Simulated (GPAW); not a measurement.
## A 8-layer slab of Ag(100) in an electric field

Wanted: the out-of-plane polarisability of a 8-layer slab of Ag(100).

Calculated with GPAW 26.7.0; GPAW, PAW setups; slab in vacuum, relaxation, in the first sound run; inputs show where later runs differ.

Report form: the programs' logs are mostly left out.

## 1. Starting point

The cell holds 8 atoms: 8 Ag. Cell: a = 2.892 Å, b = 2.892 Å, c = 30.315 Å, α = 90.0°, β = 90.0°, γ = 90.0°. Vacuum lies along c.

## 2. Relaxing the atoms

The atoms are relaxed first, since the surface dipole, and with it the work function, follows the positions of the outer layers. The lowest 4 atoms are held at bulk positions and keep their forces.

File run.py:

```python
import json
import numpy as np
from ase import Atoms
from ase.constraints import FixAtoms
from ase.optimize import BFGS
from gpaw import GPAW, PW

slab = Atoms(
    ['Ag', 'Ag', 'Ag', 'Ag', 'Ag', 'Ag', 'Ag', 'Ag'],
    positions=[
        [1.44603, 1.44603, 8.00000],
        [0.00000, 0.00000, 10.04500],
        [1.44603, 1.44603, 12.09000],
        [0.00000, 0.00000, 14.13500],
        [1.44603, 1.44603, 16.18000],
        [0.00000, 0.00000, 18.22500],
        [1.44603, 1.44603, 20.27000],
        [0.00000, 0.00000, 22.31500]],
    cell=[[2.89207, 0.0, 0.0], [0.0, 2.89207, 0.0], [0.0, 0.0, 30.315]],
    pbc=[True, True, False])

slab.calc = GPAW(mode=PW(400), xc='PBE', kpts={'size': (11, 11, 1), 'gamma': True},
                 occupations={'name': 'fermi-dirac', 'width': 0.1}, nbands='160%',
                 convergence={'density': 1e-05}, maxiter=200,
                 poissonsolver={'dipolelayer': 'xy'},
                 symmetry={'tolerance': 1e-3, 'extra_ids': [1, 1, 1, 1, 0, 0, 0, 0]}, txt='slab.txt')
result = {}
slab.set_constraint(FixAtoms([0, 1, 2, 3]))
path = []
opt = BFGS(slab, maxstep=0.2)
opt.attach(lambda: path.append((slab.get_potential_energy(), slab.positions.tolist(), slab.get_forces().tolist())))
result['relaxed'] = bool(opt.run(fmax=0.03, steps=40))
result['path'] = path
energy = slab.get_potential_energy()
fermi = slab.calc.get_fermi_level()
v = slab.calc.get_electrostatic_potential().mean((0, 1)) - fermi
n = slab.calc.get_pseudo_density().mean((0, 1))
L = slab.cell[2, 2]
z = np.arange(len(v)) * L / len(v)
low, high = slab.positions[:, 2].min(), slab.positions[:, 2].max()
below, above = np.interp([low - 5.8, high + 5.8], z, v)
slopes = [np.interp(x, z, np.gradient(v, z)) for x in (low - 5.8, high + 5.8)]
eps = np.array([[slab.calc.get_eigenvalues(k, s) for k in range(len(slab.calc.get_ibz_k_points()))]
                for s in range(slab.calc.get_number_of_spins())]) - fermi
top, bottom = eps[eps < 0].max(), eps[eps > 0].min()
dipole = slab.get_dipole_moment()[2]
print(f'energy {energy:.4f} eV, Fermi level {fermi:.4f} eV, dipole {dipole:.5f} e A')
print(f'potential 5.8 A off the faces, from the Fermi level: lower {below:.4f} eV, upper {above:.4f} eV')
print(f'slope of the potential there: lower {slopes[0]:.5f}, upper {slopes[1]:.5f} eV/A')
print(f'nearest levels on the mesh: {top:.4f} and {bottom:.4f} eV')
print('magnetic moment', round(slab.get_magnetic_moment(), 3))
result.update(energy=energy, fermi=fermi, dipole=dipole, below=below, above=above, slopes=slopes, edges=[top, bottom],
              z=z.tolist(), v=v.tolist(), n=n.tolist(), positions=slab.positions.tolist(),
              forces=slab.get_forces(apply_constraint=False).tolist(), moments=slab.get_magnetic_moments().tolist())
json.dump(result, open('result.json', 'w'))
```

Run with:

```console
$ OMP_NUM_THREADS=1 OPENBLAS_NUM_THREADS=1 python run.py
```

The job ended after 74 min (1 thread of Arm Neoverse V2, shared host; peak memory 0.39 GiB).

Relaxation path:

```tsv
step	energy less that of the first step (eV)	largest force (eV/Å)
1	0.0000	0.1480
2	-0.0005	0.1394
3	-0.0092	0.1432
4	-0.0117	0.1682
5	-0.0135	0.1758
6	-0.0190	0.1681
7	-0.0231	0.1782
8	-0.0268	0.1658
9	-0.0278	0.1392
10	-0.0285	0.1078
11	-0.0296	0.1050
12	-0.0308	0.0833
13	-0.0316	0.0460
14	-0.0320	0.0547
15	-0.0320	0.0504
16	-0.0323	0.0171
```

The atoms that moved most (Å):

```tsv
atom	dx	dy	dz	length
Ag8	0.000	0.000	0.278	0.278
Ag7	0.000	0.000	0.244	0.244
Ag6	0.000	0.000	0.160	0.160
Ag5	0.000	0.000	0.079	0.079
```

Final coordinates:

```
Ag
1.0
     2.89207    0.00000    0.00000
     0.00000    2.89207    0.00000
     0.00000    0.00000   30.31500
Ag
8
Direct
  0.50000 0.50000 0.26390
  0.00000 0.00000 0.33135
  0.50000 0.50000 0.39881
  0.00000 0.00000 0.46627
  0.50000 0.50000 0.53634
  0.00000 0.00000 0.60647
  0.50000 0.50000 0.67670
  0.00000 0.00000 0.74529
```

Numbers from this step:

- dipole along the normal: 3.20e-5 e·Å
- levels nearest the Fermi level on the mesh: -0.05139, 0.02394 eV from the Fermi level
- upper work function: 4.317 eV
- lower work function: 4.315 eV

The electrostatic potential energy of an electron (without an applied field's), less the Fermi level, planar mean oscillates, so the rows of the table below give means over windows of 2.06 Å about each position, cut where the curve ends. Its maxima inside the range that stand out by 2 % of the span (Å: eV): 9.0: -0.782, 11.0: -0.869, 13.1: -0.864, 15.2: -0.299, 17.3: -0.224, 19.5: -0.219, 21.5: -0.477. Its minima: 8.0: -17.3, 10.1: -17.6, 12.1: -17.5, 14.2: -17.4, 16.2: -17.5, 18.4: -17.5, 20.5: -17.4, 22.6: -17.2.

The electrostatic potential energy of an electron (without an applied field's), less the Fermi level, planar mean by z; means over each step:

```tsv
z (Å)	electrostatic potential energy of an electron (without an applied field's), less the Fermi level, planar mean (eV)
1.03	4.32
3.09	4.31
5.15	4.24
7.21	-4.43
9.27	-8.25
11.33	-8.33
13.39	-8.31
15.45	-7.61
17.51	-7.52
19.57	-7.46
21.63	-7.85
23.69	-1.39
25.75	4.28
27.81	4.32
29.87	4.32
```

The pseudo valence density, planar mean oscillates, so the rows of the table below give means over windows of 2.17 Å about each position, cut where the curve ends. Its maxima inside the range that stand out by 2 % of the span (Å: e/Å³): 8.0: 2.24, 10.0: 2.16, 12.1: 2.22, 14.1: 2.20, 16.2: 2.23, 18.4: 2.23, 20.6: 2.20, 22.5: 2.18. Its minima: 9.1: 0.273, 11.0: 0.268, 13.2: 0.280, 15.2: 0.238, 17.3: 0.235, 19.5: 0.236, 21.7: 0.266.

The pseudo valence density, planar mean by z; means over each step:

```tsv
z (Å)	pseudo valence density, planar mean (e/Å³)
3.25	2.5e-5
5.42	0.00569
7.59	0.877
9.77	0.959
11.93	0.955
14.11	0.948
16.27	0.942
18.45	0.942
20.62	0.946
22.79	0.908
24.95	0.0102
27.12	4.3e-5
```

The relaxation lowered the energy of the cell by 0.0323 eV (energies extrapolated to zero smearing; the optimiser's log prints free energies). The largest force left on a free atom is 0.017 eV/Å.

## 3. Plane waves, PBE

With the geometry fixed, the planar mean of the potential gives the vacuum level on each side.

This step: GPAW, PAW setups; slab in vacuum (GPAW 26.7.0).

Edit run.py of step 2 so:

```diff
@@ -3,4 +3,2 @@
 from ase import Atoms
-from ase.constraints import FixAtoms
-from ase.optimize import BFGS
 from gpaw import GPAW, PW
@@ -14,6 +12,6 @@
         [0.00000, 0.00000, 14.13500],
-        [1.44603, 1.44603, 16.18000],
-        [0.00000, 0.00000, 18.22500],
-        [1.44603, 1.44603, 20.27000],
-        [0.00000, 0.00000, 22.31500]],
+        [1.44603, 1.44603, 16.25900],
+        [-0.00000, -0.00000, 18.38501],
+        [1.44603, 1.44603, 20.51430],
+        [-0.00000, -0.00000, 22.59345]],
     cell=[[2.89207, 0.0, 0.0], [0.0, 2.89207, 0.0], [0.0, 0.0, 30.315]],
@@ -25,10 +23,4 @@
                  poissonsolver={'dipolelayer': 'xy'},
-                 symmetry={'tolerance': 1e-3, 'extra_ids': [1, 1, 1, 1, 0, 0, 0, 0]}, txt='slab.txt')
+                 symmetry={'tolerance': 1e-3}, txt='slab.txt')
 result = {}
-slab.set_constraint(FixAtoms([0, 1, 2, 3]))
-path = []
-opt = BFGS(slab, maxstep=0.2)
-opt.attach(lambda: path.append((slab.get_potential_energy(), slab.positions.tolist(), slab.get_forces().tolist())))
-result['relaxed'] = bool(opt.run(fmax=0.03, steps=40))
-result['path'] = path
 energy = slab.get_potential_energy()
```

Run time: 12 min. Hardware: 1 thread; peak memory 0.38 GiB.

This step gave:

* dipole along the normal: 2.61e-4 e·Å
* levels nearest the Fermi level on the mesh: -0.05141, 0.02400 eV from the Fermi level
* upper work function: 4.313 eV
* lower work function: 4.318 eV

The electrostatic potential energy of an electron (without an applied field's), less the Fermi level, planar mean oscillates, so the rows of the table below give means over windows of 2.06 Å about each position, cut where the curve ends. Its maxima inside the range that stand out by 2 % of the span (Å: eV): 9.0: -0.779, 11.0: -0.868, 13.1: -0.864, 15.2: -0.299, 17.3: -0.225, 19.5: -0.220, 21.5: -0.479. Its minima: 8.0: -17.3, 10.1: -17.6, 12.1: -17.5, 14.2: -17.4, 16.2: -17.5, 18.4: -17.5, 20.5: -17.4, 22.6: -17.2.

The electrostatic potential energy of an electron (without an applied field's), less the Fermi level, planar mean by z; means over each step:

```tsv
z (Å)	electrostatic potential energy of an electron (without an applied field's), less the Fermi level, planar mean (eV)
1.03	4.32
3.09	4.32
5.15	4.25
7.21	-4.43
9.27	-8.25
11.33	-8.33
13.39	-8.31
15.45	-7.61
17.51	-7.53
19.57	-7.46
21.63	-7.85
23.69	-1.40
25.75	4.28
27.81	4.31
29.87	4.31
```

The pseudo valence density, planar mean oscillates, so the rows of the table below give means over windows of 2.17 Å about each position, cut where the curve ends. Its maxima inside the range that stand out by 2 % of the span (Å: e/Å³): 8.0: 2.24, 10.0: 2.16, 12.1: 2.22, 14.1: 2.20, 16.2: 2.23, 18.4: 2.23, 20.6: 2.20, 22.5: 2.18. Its minima: 9.1: 0.273, 11.0: 0.268, 13.2: 0.280, 15.2: 0.238, 17.3: 0.235, 19.5: 0.236, 21.7: 0.266.

The pseudo valence density, planar mean by z; means over each step:

```tsv
z (Å)	pseudo valence density, planar mean (e/Å³)
3.25	2.5e-5
5.42	0.00569
7.59	0.877
9.77	0.959
11.93	0.955
14.11	0.948
16.27	0.942
18.45	0.942
20.62	0.946
22.79	0.908
24.95	0.0102
27.12	4.3e-5
```

Force by atom:

```tsv
atom	x (eV/Å)	y (eV/Å)	z (eV/Å)	size
Ag1	0.000	0.000	-0.114	0.114
Ag2	0.000	0.000	-0.147	0.147
Ag3	0.000	0.000	-0.003	0.003
Ag4	0.000	0.000	0.243	0.243
Ag5	0.000	0.000	0.010	0.010
Ag6	0.000	0.000	0.015	0.015
Ag7	0.000	0.000	-0.014	0.014
Ag8	0.000	0.000	-0.013	0.013
```

The potential is flat to 7.0e-5 eV/Å where it is read, so the vacuum is wide enough.

## 4. Field on

A uniform field along the normal polarises the slab; the atoms stay fixed, so this is the electronic response alone.

Edit run.py of step 3 so:

```diff
@@ -4,2 +4,3 @@
 from gpaw import GPAW, PW
+from gpaw.external import ConstantElectricField
 
@@ -23,2 +24,3 @@
                  poissonsolver={'dipolelayer': 'xy'},
+                 external=ConstantElectricField(-0.2, [0, 0, 1]),
                  symmetry={'tolerance': 1e-3}, txt='slab.txt')
```

Run time: 33 min. Hardware: 1 thread; peak memory 0.81 GiB.

This step gave:

| Property | Result |
| --- | --- |
| dipole along the normal | -0.1642 e·Å |
| levels nearest the Fermi level on the mesh | -0.05130, 0.02398 eV from the Fermi level |
| potential below the slab, the applied field's own ramp left out | 2.573 eV from the Fermi level |
| potential above the slab, the applied field's own ramp left out | 6.125 eV from the Fermi level |

The electrostatic potential energy of an electron (without an applied field's), less the Fermi level, planar mean oscillates, so the rows of the table below give means over windows of 2.06 Å about each position, cut where the curve ends. Its maxima inside the range that stand out by 2 % of the span (Å: eV): 9.0: -2.01, 11.0: -1.69, 13.1: -1.28, 15.2: -0.299, 17.3: 0.209, 19.5: 0.646, 21.5: 0.797, 29.7: 6.13. Its minima: 8.0: -18.7, 10.1: -18.6, 12.1: -18.1, 14.2: -17.6, 16.2: -17.3, 18.4: -16.8, 20.5: -16.3, 22.6: -15.7.

Electrostatic potential energy of an electron (without an applied field's), less the Fermi level, planar mean against z; means over each step:

```tsv
z (Å)	electrostatic potential energy of an electron (without an applied field's), less the Fermi level, planar mean (eV)
1.03	2.74
3.09	2.57
5.15	2.51
7.21	-6.01
9.27	-9.43
11.33	-9.09
13.39	-8.67
15.45	-7.55
17.51	-7.05
19.57	-6.57
21.63	-6.56
23.69	0.284
25.75	6.08
27.81	6.12
29.87	6.00
```

Force by atom:

```tsv
atom	x (eV/Å)	y (eV/Å)	z (eV/Å)	size
Ag1	0.000	0.000	-0.103	0.103
Ag2	0.000	0.000	-0.147	0.147
Ag3	0.000	0.000	0.002	0.002
Ag4	0.000	0.000	0.247	0.247
Ag5	0.000	0.000	0.013	0.013
Ag6	0.000	0.000	0.018	0.018
Ag7	0.000	0.000	-0.015	0.015
Ag8	0.000	0.000	-0.003	0.003
```

The dipole is now -0.164 e Å, against 2.6e-4 in the run without a field.

## 5. In a field

Edit run.py of step 4 so:

```diff
@@ -24,3 +24,3 @@
                  poissonsolver={'dipolelayer': 'xy'},
-                 external=ConstantElectricField(-0.2, [0, 0, 1]),
+                 external=ConstantElectricField(-0.1, [0, 0, 1]),
                  symmetry={'tolerance': 1e-3}, txt='slab.txt')
```

Wall time 27 min (1 thread); peak memory 0.8 GiB.

Numbers from this step:

| Property | Result |
| --- | --- |
| dipole along the normal | -0.08202 e·Å |
| levels nearest the Fermi level on the mesh | -0.05138, 0.02395 eV from the Fermi level |
| potential below the slab, the applied field's own ramp left out | 3.444 eV from the Fermi level |
| potential above the slab, the applied field's own ramp left out | 5.219 eV from the Fermi level |

The electrostatic potential energy of an electron (without an applied field's), less the Fermi level, planar mean oscillates, so the rows of the table below give means over windows of 2.06 Å about each position, cut where the curve ends. Its maxima inside the range that stand out by 2 % of the span (Å: eV): 9.0: -1.40, 11.0: -1.28, 13.1: -1.07, 15.2: -0.299, 17.3: -0.00791, 19.5: 0.213, 21.5: 0.159, 29.7: 5.22. Its minima: 8.0: -18.0, 10.1: -18.1, 12.1: -17.8, 14.2: -17.5, 16.2: -17.4, 18.4: -17.1, 20.5: -16.8, 22.6: -16.5.

The electrostatic potential energy of an electron (without an applied field's), less the Fermi level, planar mean by z; means over each step:

z (Å), electrostatic potential energy of an electron (without an applied field's), less the Fermi level, planar mean (eV) and a bar from the least value:
```
     1.03        3.5 ##########################
     3.09        3.4 ##########################
     5.15        3.4 ##########################
     7.21       -5.2 ########
     9.27       -8.8 
    11.33       -8.7 
    13.39       -8.5 #
    15.45       -7.6 ###
    17.51       -7.3 ###
    19.57       -7.0 ####
    21.63       -7.2 ###
    23.69       -0.6 ##################
    25.75        5.2 ##############################
    27.81        5.2 ##############################
    29.87        5.2 ##############################
```

Force by atom:

```tsv
atom	x (eV/Å)	y (eV/Å)	z (eV/Å)	size
Ag1	0.000	0.000	-0.107	0.107
Ag2	0.000	0.000	-0.147	0.147
Ag3	0.000	0.000	0.000	0.000
Ag4	0.000	0.000	0.245	0.245
Ag5	0.000	0.000	0.011	0.011
Ag6	0.000	0.000	0.017	0.017
Ag7	0.000	0.000	-0.014	0.014
Ag8	0.000	0.000	-0.007	0.007
```

The dipole is now -0.0820 e Å, against 2.6e-4 in the run without a field.

## 6. Field on

Edit run.py of step 5 so:

```diff
@@ -24,3 +24,3 @@
                  poissonsolver={'dipolelayer': 'xy'},
-                 external=ConstantElectricField(-0.1, [0, 0, 1]),
+                 external=ConstantElectricField(-0.05, [0, 0, 1]),
                  symmetry={'tolerance': 1e-3}, txt='slab.txt')
```

It took 33 min on 1 thread; peak memory 0.81 GiB.

The electrostatic potential energy of an electron (without an applied field's), less the Fermi level, planar mean oscillates, so the rows of the table below give means over windows of 2.06 Å about each position, cut where the curve ends. Its maxima inside the range that stand out by 2 % of the span (Å: eV): 9.0: -1.09, 11.0: -1.08, 13.1: -0.968, 15.2: -0.299, 17.3: -0.116, 19.5: -0.00247, 21.5: -0.158. Its minima: 8.0: -17.7, 10.1: -17.8, 12.1: -17.7, 14.2: -17.5, 16.2: -17.4, 18.4: -17.3, 20.5: -17.1, 22.6: -16.9.

Electrostatic potential energy of an electron (without an applied field's), less the Fermi level, planar mean against z; means over each step:

```tsv
z (Å)	electrostatic potential energy of an electron (without an applied field's), less the Fermi level, planar mean (eV)
1.03	3.92
3.09	3.88
5.15	3.81
7.21	-4.83
9.27	-8.55
11.33	-8.52
13.39	-8.40
15.45	-7.60
17.51	-7.41
19.57	-7.23
21.63	-7.53
23.69	-0.973
25.75	4.73
27.81	4.77
29.87	4.74
```

## 7. Field on

Edit run.py of step 6 so:

```diff
@@ -24,3 +24,3 @@
                  poissonsolver={'dipolelayer': 'xy'},
-                 external=ConstantElectricField(-0.05, [0, 0, 1]),
+                 external=ConstantElectricField(0.05, [0, 0, 1]),
                  symmetry={'tolerance': 1e-3}, txt='slab.txt')
```

Wall time 21 min (1 thread); peak memory 0.82 GiB.

## 8. In a field

Edit run.py of step 7 so:

```diff
@@ -24,3 +24,3 @@
                  poissonsolver={'dipolelayer': 'xy'},
-                 external=ConstantElectricField(0.05, [0, 0, 1]),
+                 external=ConstantElectricField(0.1, [0, 0, 1]),
                  symmetry={'tolerance': 1e-3}, txt='slab.txt')
```

Wall time 26 min (1 thread); peak memory 0.81 GiB.

The dipole is now 0.0820 e Å, against 2.6e-4 in the run without a field.

## 9. Field on

Edit run.py of step 8 so:

```diff
@@ -24,3 +24,3 @@
                  poissonsolver={'dipolelayer': 'xy'},
-                 external=ConstantElectricField(0.1, [0, 0, 1]),
+                 external=ConstantElectricField(0.2, [0, 0, 1]),
                  symmetry={'tolerance': 1e-3}, txt='slab.txt')
```

Wall time 25 min (1 thread); peak memory 0.81 GiB.

The dipole is now 0.164 e Å, against 2.6e-4 in the run without a field.

## 10. Field on

Edit run.py of step 9 so:

```diff
@@ -24,3 +24,3 @@
                  poissonsolver={'dipolelayer': 'xy'},
-                 external=ConstantElectricField(0.2, [0, 0, 1]),
+                 external=ConstantElectricField(0.3, [0, 0, 1]),
                  symmetry={'tolerance': 1e-3}, txt='slab.txt')
```

The job ended after 25 min (1 thread; peak memory 0.81 GiB).

The dipole is now 0.246 e Å, against 2.6e-4 in the run without a field.

## 11. The series

The members are put on one axis.

This step: induced dipole against applied field (GPAW 26.7.0).

The dipole along the normal by field:

```tsv
field (V/Å)	dipole along the normal (e·Å)
-0.200	-0.164
-0.100	-0.0820
-0.050	-0.0411
0.000	2.6e-4
0.050	0.0409
0.100	0.0820
0.200	0.164
0.300	0.246
```

## 12. Summary of results

```
work function, upper and lower face            : 4.313 and 4.318 eV
dipole along the normal                        : 2.6e-4 e Å
induced dipole per field                       : 0.820 e Å per V/Å
out-of-plane polarisability per area, α/(ε0 A) : 17.7 Å
```

In words: The field induces 0.820 e Å per V/Å, a polarisable thickness α/(ε0 A) of 17.7 Å beside 14.6 Å between the outermost nuclei. A perfect conductor would give the distance between its two image planes; a dielectric of thickness t gives t(1 - 1/ε). The measured value for this face is 4.36 eV (as compiled in "Anisotropic work function of elemental crystals", 2019, arxiv:1902.07811); the relaxed upper face lies 0.047 eV under it with PBE. Measured work functions scatter by a tenth of an eV or more between methods. The induced dipole is linear in the field over this range. The small printed dipole stands for a step of -5.6 meV from the lower to the upper face, and the probes find -5.1 meV; values this small are near the numerical noise of both. The in-plane lattice was kept as typed, which isn't the functional's own and leaves some strain; spin-orbit coupling and temperature are left out.

[Logs are printed without paths, hosts, clocks, repeated set-up lines and the standing remarks that a program may print on its own settings, such as how far it seeks lower states.]

[Hosts, paths, dates, database ids (printed as entryN), source tags and the programs' standing remarks are cut or masked in the printed files.]
